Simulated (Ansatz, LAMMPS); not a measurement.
# 69In2O3-31Ga2O3 (mol %) with crystalline order left by the classical run (80 atoms) under strain: runs compared

Aim: relax 69In2O3-31Ga2O3 (mol %) with crystalline order left by the classical run (80 atoms), then change its volume and shape to read moduli from the stress.

Computed with Ansatz 0.2.0: Kohn-Sham DFT, PBE, PAW (set soft_2), plane waves.

### Step 1. The cell as built

The cell holds 80 atoms: 22 In, 10 Ga and 48 O. Cell: a = 10.118 Å, b = 10.118 Å, c = 10.118 Å, α = 90.0°, β = 90.0°, γ = 90.0°. 80 atoms (22 Sc, 10 Fe, 48 O) placed at random at 3.87 g/cm³, melted at 5000 K for 10 ps at fixed volume with the Morse and Coulomb pair potential with partial charges (Pedone, Malavasi, Menziani, Cormack and Segre, J. Phys. Chem. B 110, 11780 (2006)). Quenched from 5000 K to 300 K at 20 K/ps and fixed volume, held 10 ps at zero pressure, then minimised at fixed cell. Then Sc was replaced by In, Fe was replaced by Ga and the cell scaled by 1.027 (the potential has no terms for the new elements, so the cell is a start for a DFT relaxation).

Limits known from the start: The quench rate of 20 K/ps is orders of magnitude faster than experiment, which tends to freeze in extra defects. The starting topology of bonds comes from the classical model, and needn't be the one that DFT or experiment would give. Only the Γ point is sampled.

### Step 2. The reference run

The reference is a single point at the end of the relaxation.

Every strained cell starts from the geometry of this run, and its atoms are relaxed with the cell held.

Its input, with most atom lines left out:

```yaml
crystal:
  lattice:
    - [10.21365, -0.02041, 0.01585]
    - [-0.02041, 9.75488, -0.00225]
    - [0.01585, -0.00225, 10.54613]
  atoms:
    - { symbol: In, position: [0.77554, 0.65522, 0.02313] }
    - { symbol: In, position: [0.49644, 0.95401, 0.70884] }
    - { symbol: In, position: [0.78489, 0.46223, 0.26488] }
    - { symbol: In, position: [0.12147, 0.61504, 0.17678] }
    - { symbol: In, position: [0.76896, 0.11948, 0.22627] }
    - { symbol: In, position: [0.28162, 0.11441, 0.93701] }
    - { symbol: In, position: [0.77749, 0.45692, 0.74562] }
    [... atom lines 8 to 80 left out ...]
kpoints:
  mp_grid: { grid: [1, 1, 1] }
hamiltonian:
  xc: pbe
scf:
  occupations: { method: gaussian, width: 0.025 }
output:
  forces: true
  stress: true
  populations: intrinsic
  dos:
    method: { smearing: { sigma: 0.1 } }
    de: 0.1
    projected: { site_lists: { Ga: [Ga], In: [In], O: [O] } }
  eigenvalues: true
  write_density: true
  write_potential: true
  volumetric_format: npy
```

```
free energy per atom   : -2352.7989 eV/atom
r.m.s. force component : 0.00143 eV/Å
pressure               : 0.003621 GPa
```

Filled and empty levels are parted by 1.01 eV (at Γ alone); a semilocal functional tends to put such gaps too low. In a disordered cell it changes from sample to sample, and tail or defect levels can set it.

### Step 3. The runs

Each row is one run, on 4 threads of Arm Neoverse V1, shared host. The free energy is the program's total, comparable only between runs with the same functional, potentials and atoms.

```
                                 run  atoms    outcome  ionic steps, all passes  free energy (eV)     time  host memory (GiB)
           Single point at the start     80  converged                        -       -188219.549     16 s                1.5
              Cell and atoms relaxed     80  converged                       19       -188223.911  5.5 min                1.6
Single point at the relaxed geometry     80  converged                        -       -188223.911     27 s                1.6
                         Volume -3 %     80  converged                        7       -188223.575  2.1 min                1.6
                         Volume +3 %     80  converged                        6       -188223.591  1.8 min                1.6
                         Volume -6 %     80  converged                        7       -188222.402  1.8 min                1.5
                         Volume +6 %     80  converged                        6       -188222.714  1.9 min                1.7
                        Volume -10 %     80  converged                       12       -188219.523  3.2 min                1.5
            Stretched by 1 % along x     80  converged                        3       -188223.847     55 s                1.6
           Compressed by 1 % along x     80  converged                        5       -188223.855     94 s                1.6
                Sheared by 2 % in xy     80  converged                        5       -188223.850     91 s                1.6
```

In some runs the program notes that the SCF threshold is loose for the stress.

### Step 4. Pressure against volume

Atoms are relaxed at each volume, in the scaled cell.

```
volume change (%)  volume (Å³/atom)  energy change (meV/atom)  pressure (GPa)  largest move on relaxing (Å)  bonds  gap (eV)
              -10            11.821                     54.85           14.97                          0.64    177                1.47
               -6            12.346                     18.86            8.21                          0.26    175                1.32
               -3            12.740                      4.20            3.66                          0.29    173                1.16
               +0            13.134                      0.00            0.00                             -    170                1.01
               +3            13.528                      4.00           -3.13                          0.13    169               0.854
               +6            13.922                     14.96           -5.65                          0.23    167               0.720
```

### Step 5. Uniaxial strain and shear

Stress (GPa, compression positive) less that of the relaxed cell, atoms relaxed:

```
                   strain      xx      yy      zz      xy  energy change (meV/atom)
 stretched by 1 % along x  -1.867  -0.875  -0.766  -0.025                      0.80
compressed by 1 % along x   1.635   1.006   0.799   0.018                      0.70
     sheared by 2 % in xy   0.010  -0.005  -0.112  -0.872                      0.76
```

### Step 6. Findings

The bulk modulus, from the slope of pressure against ln V over the three points nearest the relaxed volume, is 113 GPa; a quadratic over all points gives a pressure derivative of about 4.8. The count of bonds runs from 167 to 177 over the series, so at some points contacts cross the cutoffs. At -10 % some atom moved by over 0.5 Å on relaxing, so that point may sit in another local minimum. The gap goes from 1.47 eV at the smallest volume to 0.720 eV at the largest, -4.7 eV per unit of ln V by a straight line, on the run's k-points. In the Cartesian axes of the cell, finite differences give C11 = 175, C12 = 94.0, C13 = 78.3 and C66 = 43.6 GPa (the shear of 2 % is the engineering strain, εxy = 0.01). The mean of C11, C12 and C13, which equals the bulk modulus in a cubic or isotropic solid, is 116 GPa: it agrees with the bulk modulus within 10 %. For an isotropic solid C66 would equal (C11 − C12)/2 = 40.5 GPa; so small a sample needn't be isotropic, and C66 rests on one shear. With the bulk modulus and C66 as K and G, Young's modulus would be about 116 GPa and Poisson's ratio 0.33.

**Limits.** Strains are finite and relaxations stop at the force tolerance of the input, which can leave moduli too stiff; they are those of a static cell at zero temperature. Volumes are changed with the cell's shape held, so in an anisotropic solid the modulus lies over the one under free hydrostatic load. The program notes that the SCF threshold of the relaxations is loose for the stress.

The DFT runs together took 21 min of wall time.

[Logs are printed without paths, hosts, clocks, repeated set-up lines and the standing remarks that a program may print on its own settings, such as how far it seeks lower states.]

[Hosts, paths, dates, database ids (printed as entryN), source tags and the programs' standing remarks are cut or masked in the printed files.]
